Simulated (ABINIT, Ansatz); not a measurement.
# Al2O3 (Corundum): bands and cutoff in G0W0 with ABINIT

Aim: raise bands and screening cutoff together for Al2O3 (Corundum) and follow gap and time.

Method: PBE and many-body steps on it, plane waves, in ABINIT 10.8.3.

### Step 1. The starting structure

It takes space group R-3c (No. 167, trigonal). Conventional cell: a = 4.760 Å, b = 4.760 Å, c = 12.996 Å, α = 90.00°, β = 90.00°, γ = 120.00°. Nearest to Al lie 6 O at 1.85 to 1.97 Å. O has 4 Al at 1.85 to 1.97 Å nearest. Farther neighbours and most contacts between anions are not listed.

Structure file:

```cif
data_structure
_symmetry_space_group_name_H-M 'R-3c:H'
_symmetry_Int_Tables_number 167
_cell_length_a 4.7605
_cell_length_b 4.7605
_cell_length_c 12.9956
_cell_angle_alpha 90.000
_cell_angle_beta 90.000
_cell_angle_gamma 120.000
_cell_volume 255.05
loop_
_atom_site_label
_atom_site_type_symbol
_atom_site_symmetry_multiplicity
_atom_site_Wyckoff_symbol
_atom_site_fract_x
_atom_site_fract_y
_atom_site_fract_z
_atom_site_occupancy
Al1 Al 12 c 0.66667 0.33333 0.18549 1
O1 O 18 e 0.64001 0.66667 0.41667 1
```

The cell and positions come from the Crystallography Open Database and are kept as given unless a step says otherwise.

### Step 2. Empty states on the mesh, 2×2×2 mesh, 178 bands

This step: ABINIT 10.8.3; DFT, PBE, plane waves, norm-conserving pseudopotentials.

The sums over transitions need many empty states on a uniform mesh; this step solves for them.

File run.abi:

```
acell 3*1.0 Angstrom
rprim 
  2.380249999995 1.374237978213 4.331866666707
  -2.380249999995 1.374237978213 4.331866666707
  -0.000000000000 -2.748475956495 4.331866666685
ntypat 2
znucl 13 8
natom 10
typat 1 1 1 1 2 2 2 2 2 2
xred 
  0.352160000000 0.352160000000 0.352160000000
  0.147840000000 0.147840000000 0.147840000000
  0.647840000000 0.647840000000 0.647840000000
  0.852160000000 0.852160000000 0.852160000000
  0.556680000000 0.943320000000 0.250000000000
  0.250000000000 0.556680000000 0.943320000000
  0.943320000000 0.250000000000 0.556680000000
  0.443320000000 0.056680000000 0.750000000000
  0.750000000000 0.443320000000 0.056680000000
  0.056680000000 0.750000000000 0.443320000000
pp_dirpath "pseudos"
pseudos "Al.upf, O.upf"
ecut 36
ngkpt 2 2 2
nshiftk 1
shiftk 0 0 0
kptopt 1
chksymbreak 0
iscf -2
irdden 1
istwfk *1
nband 178
nbdbuf 16
tolwfr 1e-09
nstep 60
prtvol 0
indata_prefix "in"
outdata_prefix "out"
tmpdata_prefix "tmp"
```

Command:

```
$ OMP_NUM_THREADS=1 mpirun -n 4 abinit run.abi > log
```

Numbers of over 12 decimals in the logs are rounded to 6 here.

What it wrote:

```text
.Version 10.8.3 of ABINIT. v10.8.2 released Aug 2026.

 Symmetries : space group R-3 c (#167); Bravais hR (rhombohedral)
[... echo of the input left out ...]
== DATASET  1 ==================================================================
-   mpi_nproc: 4, omp_nthreads: 1 (-1 if OMP is not activated)

--- !DatasetInfo
iteration_state: {dtset: 1, }
dimensions: {natom: 10, nkpt: 4, mband: 178, nsppol: 1, nspinor: 1, nspden: 1, mpw: 5936, }
cutoff_energies: {ecut:  36.0, pawecutdg:  -1.0, }
[...]
2.73978    2.76910    2.76910    2.79079    2.82553    2.87395    2.92667    2.95786
   2.96324    2.96327    2.96508    2.99007    2.99218    2.99228    3.00848    3.00902
   3.02429    3.04038
 prteigrs : prtvol=0 or 1, do not print more k-points.

== END DATASET(S) ==============================================================
================================================================================

 -outvars: echo values of variables after computation  --------
            nband         178
             nkpt           4
          spgroup         167
 [... the other variables as echoed above ...]

 Calculation completed.
```

Wall time 44 s (4 MPI ranks of Arm Neoverse V2, shared host); peak memory 0.41 GiB; 2.9 min of CPU time.

Numbers from this step:

* gap: 6.266 eV
* k of the valence top: 0, 0, 0
* k of the conduction bottom: 0, 0, 0
* least direct gap: 6.266 eV
* k points computed: 4
* lowest point of the top converged band, above the valence top: 69.1624 eV

On this mesh the gap is 6.266 eV.

The density comes from a self-consistent run that is not shown.

### Step 3. Screening, 2×2×2 mesh, 41 bands, screening to 62.6 eV

The RPA dielectric matrix is built and inverted for each q.

This step: RPA screening on PBE, plane waves, norm-conserving pseudopotentials.

Changes to run.abi since step 2:

```diff
@@ -28,10 +28,11 @@
 chksymbreak 0
-iscf -2
-irdden 1
 istwfk *1
-nband 178
-nbdbuf 16
-tolwfr 1e-09
-nstep 60
-prtvol 0
+occopt 1
+irdwfk 1
+optdriver 3
+nband 41
+ecuteps 2.3
+inclvkb 2
+awtr 1
+symchi 1
 indata_prefix "in"
```

What it wrote:

```text
.Version 10.8.3 of ABINIT. v10.8.2 released Aug 2026.

 Symmetries : space group R-3 c (#167); Bravais hR (rhombohedral)
[... echo of the input left out ...]
== DATASET  1 ==================================================================
-   mpi_nproc: 4, omp_nthreads: 1 (-1 if OMP is not activated)

--- !DatasetInfo
iteration_state: {dtset: 1, }
dimensions: {natom: 10, nkpt: 4, mband: 41, nsppol: 1, nspinor: 1, nspden: 1, mpw: 5936, }
cutoff_energies: {ecut:  36.0, pawecutdg:  -1.0, }
electrons: {nelect:   4.80000000E+01, charge:   0.00000000E+00, occopt:   1.00000000E+00, tsmear:   1.00000000E-02, }

 SCREENING: Calculation of the susceptibility and dielectric matrices

 Based on a program developped by R.W. Godby, V. Olevano, G. Onida, and L. Reining.
 Incorporated in ABINIT by V. Olevano, G.-M. Rignanese, and M. Torrent.
.Using double precision arithmetic ; gwpc =  8

[... cell and pseudopotentials left out ...]
--------------------------------------------------------------------------------

 ==== K-mesh for the wavefunctions ====
 Number of points in the irreducible wedge :     4
[... list of points left out ...]
 Together with 12 symmetry operations and time-reversal symmetry
 yields     8 points in the full Brillouin Zone.

 ==== Q-mesh for the screening function ====
 Number of points in the irreducible wedge :     4
[... list of points left out ...]
 Together with 12 symmetry operations and time-reversal symmetry
 yields     8 points in the full Brillouin Zone.

 setmesh: FFT mesh size selected  =    36x   36x   36
          total number of points  =        46656

 vcoul_init : cutoff-mode = AUXILIARY_FUNCTION
 q-points for optical limit:   1
     1)      0.000010    0.000020    0.000030

- screening: taking advantage of time-reversal symmetry
- Maximum band index for partially occupied states nbvw = 24
- Remaining bands to be divided among processors   nbcw = 17
- Number of bands treated by each node ~4

 Number of electrons calculated from density =   48.0000; Expected =   48.0000
 average of density, n =  0.083663
 r_s =    1.4184
 omega_plasma =   27.9012 [eV]

 calculating chi0 at frequencies [eV] :
  1    0.000000E+00    0.000000E+00
  2    0.000000E+00    2.790117E+01

--------------------------------------------------------------------------------
  q-point number  1        q = ( 0.000000, 0.000000, 0.000000) [r.l.u.]
--------------------------------------------------------------------------------
[... chi0 elements left out ...]
 For q-point:  0.000010 0.000020 0.000030
  dielectric constant =   2.8737
  dielectric constant without local fields =   2.9265

  Average fulfillment of the sum rule on Im[epsilon] for q-point    1 :     16.25  [%]
[... wings left out ...]
  q-point number  2        q = ( 0.500000, 0.000000, 0.000000) [r.l.u.]
--------------------------------------------------------------------------------
[... chi0 elements left out ...]
  Average fulfillment of the sum rule on Im[epsilon] for q-point    2 :     23.99  [%]

 [... 2 further q-points ...]
```

Wall time 6.5 s (4 MPI ranks); peak memory 0.75 GiB; 26 s of CPU time.

This step gave:

* ε∞ with local fields, on this mesh, along the program's q direction: 2.874
* the same without local fields: 2.926
* plasma frequency: 27.90 eV
* plane waves in the screening matrix: 89

Local fields lower ε∞ by 2 %. On a Γ-centred mesh this coarse the value itself is usually too large, while a short band sum pulls it down.

### Step 4. 41 bands, 62.6 eV

The self-energy is evaluated for the states that the input lists, and the levels follow from it, in one-shot runs by the linearised quasiparticle equation.

This step: G0W0 on PBE, plane waves, norm-conserving pseudopotentials.

Changes to run.abi since step 3:

```diff
@@ -31,8 +31,15 @@
 irdwfk 1
-optdriver 3
+optdriver 4
 nband 41
+gwcalctyp 0
+ecutsigx 36
+symsigma 1
+nkptgw 1
+kptgw 
+  0.0000000000 0.0000000000 0.0000000000
+bdgw 
+  22 26
 ecuteps 2.3
-inclvkb 2
-awtr 1
-symchi 1
+irdscr 1
+ppmodel 1
 indata_prefix "in"
```

What it wrote:

```text
.Version 10.8.3 of ABINIT. v10.8.2 released Aug 2026.

 Symmetries : space group R-3 c (#167); Bravais hR (rhombohedral)
[... echo of the input left out ...]
== DATASET  1 ==================================================================
-   mpi_nproc: 4, omp_nthreads: 1 (-1 if OMP is not activated)

--- !DatasetInfo
iteration_state: {dtset: 1, }
dimensions: {natom: 10, nkpt: 4, mband: 41, nsppol: 1, nspinor: 1, nspden: 1, mpw: 5936, }
cutoff_energies: {ecut:  36.0, pawecutdg:  -1.0, }
electrons: {nelect:   4.80000000E+01, charge:   0.00000000E+00, occopt:   1.00000000E+00, tsmear:   1.00000000E-02, }

 SIGMA: Calculation of the GW corrections

 Based on a program developped by R.W. Godby, V. Olevano, G. Onida, and L. Reining.
 Incorporated in ABINIT by V. Olevano, G.-M. Rignanese, and M. Torrent.
.Using double precision arithmetic ; gwpc =  8

[... cell and pseudopotentials left out ...]
--------------------------------------------------------------------------------

 ==== K-mesh for the wavefunctions ====
 Number of points in the irreducible wedge :     4
[... list of points left out ...]
 Together with 12 symmetry operations and time-reversal symmetry
 yields     8 points in the full Brillouin Zone.

 ==== Q-mesh for screening function ====
 Number of points in the irreducible wedge :     4
[... list of points left out ...]
 Together with 12 symmetry operations and time-reversal symmetry
 yields     8 points in the full Brillouin Zone.

 vcoul_init : cutoff-mode = AUXILIARY_FUNCTION
 q-points for optical limit:   1
     1)      0.000010    0.000020    0.000030
 setmesh: FFT mesh size selected  =    54x   54x   54
          total number of points  =       157464

 Number of electrons calculated from density =   48.0000; Expected =   48.0000
 average of density, n =  0.083663
 r_s =    1.4184
 omega_plasma =   27.9012 [eV]

 === KS Band Gaps ===
  >>>> For spin  1
   Minimum direct gap =   6.2663 [eV], located at k-point      :   0.0000  0.0000  0.0000
   Fundamental gap    =   6.2663 [eV], Top of valence bands at :   0.0000  0.0000  0.0000
                                       Bottom of conduction at :   0.0000  0.0000  0.0000
 SIGMA fundamental parameters:
 PLASMON POLE MODEL  1
 number of plane-waves for SigmaX                 5879
 number of plane-waves for SigmaC and W             89
 number of plane-waves for wavefunctions          5879
 number of bands                                    41
 number of independent spin polarizations            1
 number of spinorial components                      1
 number of k-points in IBZ                           4
 number of q-points in IBZ                           4
 number of symmetry operations                      12
 number of k-points in BZ                            8
 number of q-points in BZ                            8
 number of frequencies for dSigma/dE                 9
 frequency step for dSigma/dE [eV]                0.25
 number of omega for Sigma on real axis              0
 max omega for Sigma on real axis  [eV]           0.00
 zcut for avoiding poles [eV]                     0.10

 EPSILON^-1 parameters (SCR file):
 dimension of the eps^-1 matrix on file             89
 dimension of the eps^-1 matrix used                89
 number of plane-waves for wavefunctions          5879
 number of bands                                    41
 number of q-points in IBZ                           4
 number of frequencies                               2
 number of real frequencies                          1
 number of imag frequencies                          1

 matrix elements of self-energy operator (all in [eV])

 Perturbative Calculation

--- !SelfEnergy_ee
iteration_state: {dtset: 1, }
kpoint     : [   0.000,    0.000,    0.000, ]
spin       : 1
KS_gap     :    6.266
QP_gap     :    9.189
Delta_QP_KS:    2.923
data: !SigmaeeData |
     Band     E0 <VxcDFT>   SigX SigC(E0)      Z dSigC/dE  Sig(E)    E-E0       E
       22   5.137 -20.469 -25.362   4.326   0.826  -0.210 -20.937  -0.468   4.669
       23   5.137 -20.469 -25.362   4.326   0.826  -0.210 -20.937  -0.468   4.669
       24   5.182 -20.399 -25.232   4.195   0.829  -0.206 -20.928  -0.529   4.653
       25  11.448 -13.775  -8.656  -2.377   0.873  -0.145 -11.381   2.394  13.842
       26  14.369 -11.418  -5.974  -2.399   0.881  -0.135  -8.735   2.683  17.052

== END DATASET(S) ==============================================================
================================================================================

 -outvars: echo values of variables after computation  --------
           etotal      0.0000000000E+00
            nband          41
             nkpt           4
          spgroup         167
 [... the other variables as echoed above ...]

 Calculation completed.
```

Run time: 2.4 s. Hardware: 4 MPI ranks; peak memory 0.19 GiB.

Numbers from this step:

```
G0W0 gap on the points computed              : 9.173 eV
starting gap on the mesh                     : 6.266 eV
k of the valence top                         : 0, 0, 0
k of the conduction bottom                   : 0, 0, 0
Z at the valence top                         : 0.826
Z at the conduction bottom                   : 0.873
least direct G0W0 gap on the computed points : 9.173 eV
```

The gap on the mesh goes from 6.27 eV to 9.17 eV, a correction of +2.91 eV.

### Step 5. Screening, 2×2×2 mesh, 80 bands, screening to 114.3 eV

This step: RPA screening on PBE, plane waves, norm-conserving pseudopotentials.

Changes to run.abi since step 4:

```diff
@@ -31,15 +31,8 @@
 irdwfk 1
-optdriver 4
-nband 41
-gwcalctyp 0
-ecutsigx 36
-symsigma 1
-nkptgw 1
-kptgw 
-  0.0000000000 0.0000000000 0.0000000000
-bdgw 
-  22 26
-ecuteps 2.3
-irdscr 1
-ppmodel 1
+optdriver 3
+nband 80
+ecuteps 4.2
+inclvkb 2
+awtr 1
+symchi 1
 indata_prefix "in"
```

What it wrote:

```text
.Version 10.8.3 of ABINIT. v10.8.2 released Aug 2026.

 Symmetries : space group R-3 c (#167); Bravais hR (rhombohedral)
[... echo of the input left out ...]
== DATASET  1 ==================================================================
-   mpi_nproc: 4, omp_nthreads: 1 (-1 if OMP is not activated)

--- !DatasetInfo
iteration_state: {dtset: 1, }
dimensions: {natom: 10, nkpt: 4, mband: 80, nsppol: 1, nspinor: 1, nspden: 1, mpw: 5936, }
cutoff_energies: {ecut:  36.0, pawecutdg:  -1.0, }
electrons: {nelect:   4.80000000E+01, charge:   0.00000000E+00, occopt:   1.00000000E+00, tsmear:   1.00000000E-02, }

 SCREENING: Calculation of the susceptibility and dielectric matrices

 Based on a program developped by R.W. Godby, V. Olevano, G. Onida, and L. Reining.
 Incorporated in ABINIT by V. Olevano, G.-M. Rignanese, and M. Torrent.
.Using double precision arithmetic ; gwpc =  8

[... cell and pseudopotentials left out ...]
--------------------------------------------------------------------------------

 ==== K-mesh for the wavefunctions ====
 Number of points in the irreducible wedge :     4
[... list of points left out ...]
 Together with 12 symmetry operations and time-reversal symmetry
 yields     8 points in the full Brillouin Zone.

 ==== Q-mesh for the screening function ====
 Number of points in the irreducible wedge :     4
[... list of points left out ...]
 Together with 12 symmetry operations and time-reversal symmetry
 yields     8 points in the full Brillouin Zone.

 setmesh: FFT mesh size selected  =    36x   36x   36
          total number of points  =        46656

 vcoul_init : cutoff-mode = AUXILIARY_FUNCTION
 q-points for optical limit:   1
     1)      0.000010    0.000020    0.000030

- screening: taking advantage of time-reversal symmetry
- Maximum band index for partially occupied states nbvw = 24
- Remaining bands to be divided among processors   nbcw = 56
- Number of bands treated by each node ~14

 Number of electrons calculated from density =   48.0000; Expected =   48.0000
 average of density, n =  0.083663
 r_s =    1.4184
 omega_plasma =   27.9012 [eV]

 calculating chi0 at frequencies [eV] :
  1    0.000000E+00    0.000000E+00
  2    0.000000E+00    2.790117E+01

--------------------------------------------------------------------------------
  q-point number  1        q = ( 0.000000, 0.000000, 0.000000) [r.l.u.]
--------------------------------------------------------------------------------
[... chi0 elements left out ...]
 For q-point:  0.000010 0.000020 0.000030
  dielectric constant =   3.0977
  dielectric constant without local fields =   3.2860

  Average fulfillment of the sum rule on Im[epsilon] for q-point    1 :     38.70  [%]
[... wings left out ...]
  q-point number  2        q = ( 0.500000, 0.000000, 0.000000) [r.l.u.]
--------------------------------------------------------------------------------
[... chi0 elements left out ...]
  Average fulfillment of the sum rule on Im[epsilon] for q-point    2 :     47.20  [%]

 [... 2 further q-points ...]
```

Wall time 15 s (4 MPI ranks); peak memory 0.9 GiB.

This step gave:

```
ε∞ with local fields, on this mesh, along the program's q direction : 3.098
the same without local fields                                       : 3.286
plasma frequency                                                    : 27.90 eV
plane waves in the screening matrix                                 : 235
```

(Continued in part 2 of 2.)

[Paths, hosts, dates, memory and timing lines, banners, echoed tables and standing remarks are left out of the program output.]

[Logs are printed without paths, hosts, clocks, repeated set-up lines and the standing remarks that a program may print on its own settings, such as how far it seeks lower states.]

[Runs of the session that timed out or met a known fault of the program may be left out.]

[No measured gap is set beside runs whose start may be inverted or whose files or cutoffs have a known fault.]

[Hosts, paths, dates, database ids (printed as entryN), source tags and the programs' standing remarks are cut or masked in the printed files.]

[G0W0 gaps are taken among the corrected bands and points alone; a level outside them can change the order at an edge.]

[Where Ansatz stands beside ABINIT at settings called matched, ABINIT's density can come from a denser mesh and the files from another edition; pairs whose starting gaps differed by over 0.03 eV were left out, so agreement reads better than it is.]
